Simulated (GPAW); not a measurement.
# How ZnS (Wurtzite-2H) absorbs and reflects light, part 2 of 2

Aim: the dielectric function of ZnS (Wurtzite-2H), and the optical constants that follow from it. The cell comes from an older database entry, whose edges can differ from later determinations, mostly by under a per cent.

GPAW 26.7.0; DFT, PBE, plane-wave PAW (GPAW data sets), scalar-relativistic, RPA, optical limit.

So far. Step 2 (Ground state): There is a gap, 2.24 eV on this mesh (points off the mesh can give less), so no carriers' term is needed.

The database entry behind the starting cell differs from later determinations by our own check (about 0.4 % short), so it need not match the best structure at ambient conditions.

### 4. Dielectric function, RPA

Local fields let the induced charge screen the field inside the cell, which as a rule lowers ε, most along directions where the density is uneven.

This step: DFT, PBE, plane-wave PAW (GPAW data sets), scalar-relativistic, RPA, optical limit (GPAW 26.7.0).

File df.py:

```python
from gpaw.response.df import DielectricFunction

df = DielectricFunction('full.gpw', frequencies={'type': 'nonlinear', 'domega0': 0.03, 'omega2': 8},
                        ecut=50,
                        eta=0.12,
                        nbands=61,
                        txt='df.txt')
for direction in ['x', 'z']:
    df.get_dielectric_function(xc='RPA', direction=direction, filename=f'df_{direction}.csv')
```

On the command line:

```console
OMP_NUM_THREADS=1 python df.py
```

Numbers of over 12 decimals in the logs are rounded to 6 here.

Output:

```text
Using integrator: PointIntegrator
NonLinearFrequencyDescriptor(from 0.000 to 47.973 eV, 460 points)
Nonperiodic BCs:  [False False False]
Using integrator: PointIntegrator
NonLinearFrequencyDescriptor(from 0.000 to 47.973 eV, 460 points)
Nonperiodic BCs:  [False False False]

Calculating chi0 body with:
    Ground state adapter containing:
    Number of spins: 1
    Number of kpoints: 405
    Number of irreducible kpoints: 50
    Number of completely occupied states: 18
    Number of partially occupied states: 18

    Linear response parametrization:
    q_c: [0.0, 0.0, 0.0]
    Number of frequency points: 460
    Planewave cutoff: 50.0
    Number of bands: 61
    Number of planewaves: 67
    Broadening (eta): 0.12

Integrating chi0 body.

Symmetries of q_c:
    Direct symmetries (Uq -> q): 6
    Indirect symmetries (TUq -> q): 6
In total 12 allowed symmetries.

50 groups of equivalent kpoints. 87.654321% reduction.

Integral kind: spectral function

Calculating chi0 optical extensions with:
    Ground state adapter containing:
    Number of spins: 1
    Number of kpoints: 405
    Number of irreducible kpoints: 50
    Number of completely occupied states: 18
    Number of partially occupied states: 18

    Linear response parametrization:
    Number of frequency points: 460
    Planewave cutoff: 50.0
    Number of bands: 61
    Number of planewaves: 67
    Broadening (eta): 0.12
Integrating chi0 head and wings.

Symmetries of q_c:
    Direct symmetries (Uq -> q): 6
    Indirect symmetries (TUq -> q): 6
In total 12 allowed symmetries.

50 groups of equivalent kpoints. 87.654321% reduction.

Integral kind: spectral function wings
```

Wall time 56 s (1 thread of Arm Neoverse N1, shared host); peak memory 0.32 GiB.

This step gave:

```
electronic dielectric constant ε∞, mean over x, y and z (by symmetry where fewer were run) : 5.572
main peak of Im epsilon, first axis                                                        : 5.707 eV
```

Some rows of df_x.csv (energy; Re and Im without local fields; Re and Im with them):

```text
0.000000, 6.212683, 0.000000, 5.556861, -0.000000
0.429336, 6.244366, 0.017968, 5.585449, 0.016231
0.878195, 6.350129, 0.039626, 5.681244, 0.036017
1.347938, 6.561741, 0.071906, 5.874804, 0.066316
1.840057, 6.977881, 0.155900, 6.264811, 0.149668
2.356191, 7.012190, 0.616558, 6.224563, 0.628824
2.898142, 8.585192, 1.234799, 7.754216, 1.241843
3.467895, 9.375243, 1.421304, 8.365633, 1.395984
4.067647, 8.945797, 2.563713, 7.615921, 2.481123
4.699832, 9.376751, 7.473983, 7.864534, 6.836872
5.367152, 7.955285, 9.797531, 6.144403, 8.285025
6.072622, 1.942746, 7.633317, 0.709542, 6.282156
6.819608, 1.174935, 12.057870, 1.716658, 8.378338
7.611886, -2.158652, 8.312586, -0.368463, 6.289615
8.453705, -1.536587, 5.248435, -0.291563, 3.870450
9.349861, -2.223857, 3.937090, -0.851277, 3.684805
10.305790, -1.920491, 2.956190, -0.777797, 2.885455
11.327680, -1.827942, 1.456564, -1.433732, 1.883481
12.422601, -1.293111, 1.167317, -0.978140, 1.510390
13.598673, -0.898146, 0.855497, -0.667395, 1.041470
```

The Im ε has structure finer than the step of the table below, so its rows give means over 0.5 eV, whole bins alone (the curve runs from 0 to 14.0 eV). Peaks (eV: height): E ∥ x 5.71: 10.3, 6.76: 8.41; E ∥ z 3.02: 2.79, 5.08: 11.7, 5.56: 11.5, 6.71: 7.95.

Values under the direct gap are tails of Lorentzian lines. Im ε against photon energy; means over each step:

```
photon energy (eV)   E ∥ x   E ∥ z
               0.5  0.0192  0.0203
               1.0  0.0430  0.0457
               1.5  0.0844  0.0916
               2.0   0.350   0.412
               2.5   0.515   0.588
               3.0    1.32    1.70
               3.5    1.80    1.22
               4.0    2.79    2.59
               4.5    5.05    4.97
               5.0    6.73    9.72
               5.5    8.86    9.40
               6.0    7.33    5.74
               6.5    6.66    6.61
               7.0    7.83    7.13
               7.5    6.02    5.42
               8.0    4.70    4.61
               8.5    4.02    4.37
               9.0    4.03    3.58
               9.5    3.43    3.21
              10.0    2.76    2.59
              10.5    2.77    2.70
              11.0    2.57    2.10
              11.5    1.71    2.04
              12.0    1.67    1.72
              12.5    1.40    1.19
              13.0    1.20   0.984
              13.5    1.11    1.19
```

Re ε against photon energy:

```
photon energy (eV)   E ∥ x   E ∥ z
               0.0    5.56    5.60
               0.5    5.60    5.64
               1.0    5.72    5.78
               1.5    5.97    6.04
               2.0    6.49    6.61
               2.5    6.52    6.62
               3.0    7.26    6.99
               3.5    8.51    7.88
               4.0    7.33    8.40
               4.5    9.29    8.58
               5.0    7.08    7.90
               5.5    5.76    4.20
               6.0   0.692    1.85
               6.5    3.62    3.01
               7.0   0.393   0.463
               7.5  -0.148  -0.655
               8.0  -0.813  -0.529
               8.5  -0.228  -0.307
               9.0  -0.920  -0.897
               9.5   -1.20   -1.09
              10.0  -0.670  -0.724
              10.5  -0.867  -0.748
              11.0   -1.45   -1.11
              11.5   -1.03  -0.432
              12.0  -0.781  -0.979
              12.5  -0.984   -1.09
              13.0  -0.605  -0.223
              13.5  -0.671  -0.525
```

Table of refractive index n and extinction k by photon energy:

```csv
photon energy (eV),"n, E ∥ x","k, E ∥ x","n, E ∥ z","k, E ∥ z"
0.0,2.36,0,2.37,0
0.5,2.37,0.00403,2.38,0.00423
1.0,2.39,0.00888,2.40,0.00938
1.5,2.44,0.0167,2.46,0.0179
2.0,2.55,0.0493,2.57,0.0567
2.5,2.56,0.0755,2.58,0.0840
3.0,2.72,0.370,2.69,0.511
3.5,2.93,0.284,2.81,0.165
4.0,2.75,0.492,2.93,0.428
4.5,3.15,0.808,3.03,0.775
5.0,2.89,1.12,3.28,1.68
5.5,2.83,1.49,2.84,1.97
6.0,2.01,1.83,1.99,1.45
6.5,2.35,1.37,2.21,1.36
7.0,2.05,1.95,1.96,1.83
7.5,1.67,1.72,1.48,1.69
8.0,1.40,1.67,1.45,1.62
8.5,1.36,1.45,1.45,1.55
9.0,1.29,1.61,1.16,1.50
9.5,1.14,1.58,1.12,1.53
10.0,1.04,1.32,0.994,1.31
10.5,0.993,1.36,1.04,1.35
11.0,0.888,1.50,0.816,1.33
11.5,0.659,1.21,0.923,1.13
12.0,0.718,1.14,0.669,1.19
12.5,0.596,1.16,0.502,1.16
13.0,0.604,0.985,0.604,0.766
13.5,0.566,0.996,0.620,0.953
```

The reflectivity at normal incidence has structure finer than the step of the table below, so its rows give means over 0.5 eV, whole bins alone (the curve runs from 0 to 14.0 eV). Peaks (eV: height): E ∥ x 5.77: 38.0, 7.21: 38.2, 7.73: 39.0, 9.62: 37.4, 11.33: 42.3, 12.50: 38.7, 13.69: 35.6; E ∥ z 5.08: 39.2, 5.61: 42.3, 7.38: 37.2, 9.62: 37.4, 11.10: 37.3, 11.87: 38.4, 12.59: 44.8.

The reflectivity at normal incidence by photon energy; means over each step:

| photon energy (eV) | E ∥ x (%) | E ∥ z (%) |
| --- | --- | --- |
| 0.5 | 16.5 | 16.6 |
| 1.0 | 16.9 | 17.0 |
| 1.5 | 17.6 | 17.8 |
| 2.0 | 19.0 | 19.3 |
| 2.5 | 19.4 | 19.7 |
| 3.0 | 21.3 | 21.2 |
| 3.5 | 23.7 | 22.6 |
| 4.0 | 24.2 | 25.7 |
| 4.5 | 29.2 | 29.6 |
| 5.0 | 30.0 | 36.5 |
| 5.5 | 34.1 | 37.4 |
| 6.0 | 33.2 | 28.6 |
| 6.5 | 29.0 | 29.5 |
| 7.0 | 37.1 | 35.5 |
| 7.5 | 36.1 | 34.9 |
| 8.0 | 35.8 | 32.7 |
| 8.5 | 30.3 | 32.2 |
| 9.0 | 33.4 | 33.5 |
| 9.5 | 35.2 | 34.3 |
| 10.0 | 31.0 | 30.4 |
| 10.5 | 31.3 | 30.7 |
| 11.0 | 37.2 | 35.2 |
| 11.5 | 37.7 | 28.6 |
| 12.0 | 32.5 | 36.3 |
| 12.5 | 36.6 | 41.1 |
| 13.0 | 32.0 | 26.2 |
| 13.5 | 33.7 | 27.3 |

The loss function −Im 1/ε at q → 0 has structure finer than the step of the table below, so its rows give means over 0.5 eV, whole bins alone (the curve runs from 0 to 14.0 eV). Peaks (eV: height): E ∥ z 11.33: 0.520, 13.00: 1.02, 13.77: 0.896.

Values under the direct gap are tails of Lorentzian lines. Table of loss function −Im 1/ε at q → 0 by energy loss; means over each step:

```
energy loss (eV)    E ∥ x    E ∥ z
             0.5   6.1e-4   6.3e-4
             1.0  0.00131  0.00136
             1.5  0.00235  0.00248
             2.0  0.00812  0.00922
             2.5   0.0119   0.0132
             3.0   0.0250   0.0335
             3.5   0.0256   0.0189
             4.0   0.0408   0.0309
             4.5   0.0467   0.0437
             5.0   0.0695   0.0654
             5.5   0.0802   0.0936
             6.0    0.136    0.159
             6.5    0.122    0.130
             7.0    0.126    0.139
             7.5    0.164    0.183
             8.0    0.204    0.214
             8.5    0.246    0.225
             9.0    0.238    0.261
             9.5    0.262    0.280
            10.0    0.334    0.356
            10.5    0.332    0.341
            11.0    0.309    0.384
            11.5    0.419    0.452
            12.0    0.487    0.435
            12.5    0.512    0.521
            13.0    0.658    0.905
            13.5    0.678    0.749
```

Optical constants at common wavelengths, from n + ik = √ε:

| wavelength (nm) | n x | k x | R (%) x | 1/α x | n z | k z | R (%) z | 1/α z |
| --- | --- | --- | --- | --- | --- | --- | --- | --- |
| 1550 | 2.38 | 0.007 | 16.7 | 18 µm | 2.39 | 0.007 | 16.8 | 17 µm |
| 1064 | 2.41 | 0.011 | 17.0 | 7.8 µm | 2.42 | 0.012 | 17.2 | 7.3 µm |
| 800 | 2.45 | 0.018 | 17.7 | 3.6 µm | 2.47 | 0.019 | 17.9 | 3.3 µm |
| 532 | 2.50 | 0.144 | 18.5 | 295 nm | 2.51 | 0.155 | 18.6 | 274 nm |
| 450 | 2.70 | 0.105 | 21.2 | 340 nm | 2.75 | 0.134 | 21.8 | 268 nm |
| 308 | 2.76 | 0.470 | 23.1 | 52 nm | 2.94 | 0.415 | 25.1 | 59 nm |
| 193 | 2.26 | 1.325 | 27.0 | 12 nm | 2.10 | 1.401 | 27.4 | 11 nm |

Below the direct gap, k and the depth come from the tails of the Lorentzian lines, not from transitions.

Rows near the edge hang on the gap, which this functional as a rule makes too small, and phonon-assisted absorption is left out.

At 1064 nm the birefringence n(z) − n(x) is +0.012: the crystal is uniaxial positive at this level.

### 5. What came out

```
electronic dielectric constant ε∞, mean over x, y and z (by symmetry where fewer were run) (RPA) : 5.57
main peak of Im epsilon, first axis                                                              : 5.71 eV
```

At this level (PBE, RPA) ZnS has a mean ε∞ = 5.57 and n = 2.38 at 1550 nm (E ∥ x), and Im ε peaks at 5.7 eV (E ∥ x). On the mesh the gap is 2.24 eV and the least direct gap 2.24 eV. Local fields change the static value along x from 6.21 to 5.56 (-11 %). Distinct maxima of Im ε, read by a parabola through the highest points, lie at 4.70 eV (6.8), 5.71 eV (10), 6.78 eV (8.4) and 7.63 eV (6.3) for E ∥ x. The static values by axis are 5.56 (x), 5.60 (z). At 1064 nm the birefringence n(z) − n(x) is +0.012: the crystal is uniaxial positive at this level. Excitons and phonon-assisted transitions are missing; PBE gaps are as a rule too small, which pulls the onset down and ε∞ up. The sum runs over mesh points, so small or evenly spaced maxima can still be ripples of the mesh. In this version of GPAW the matrix elements of the optical limit are incomplete, which can lower ε − 1 by up to a tenth where first-row anions or d states rule, and shift it by more in d metals.

[Machine, clock and banner lines and Python warnings are left out of the logs.]

[Logs are printed without paths, hosts, clocks, repeated set-up lines and the standing remarks that a program may print on its own settings, such as how far it seeks lower states.]

[Hosts, paths, dates, database ids (printed as entryN), source tags and the programs' standing remarks are cut or masked in the printed files.]
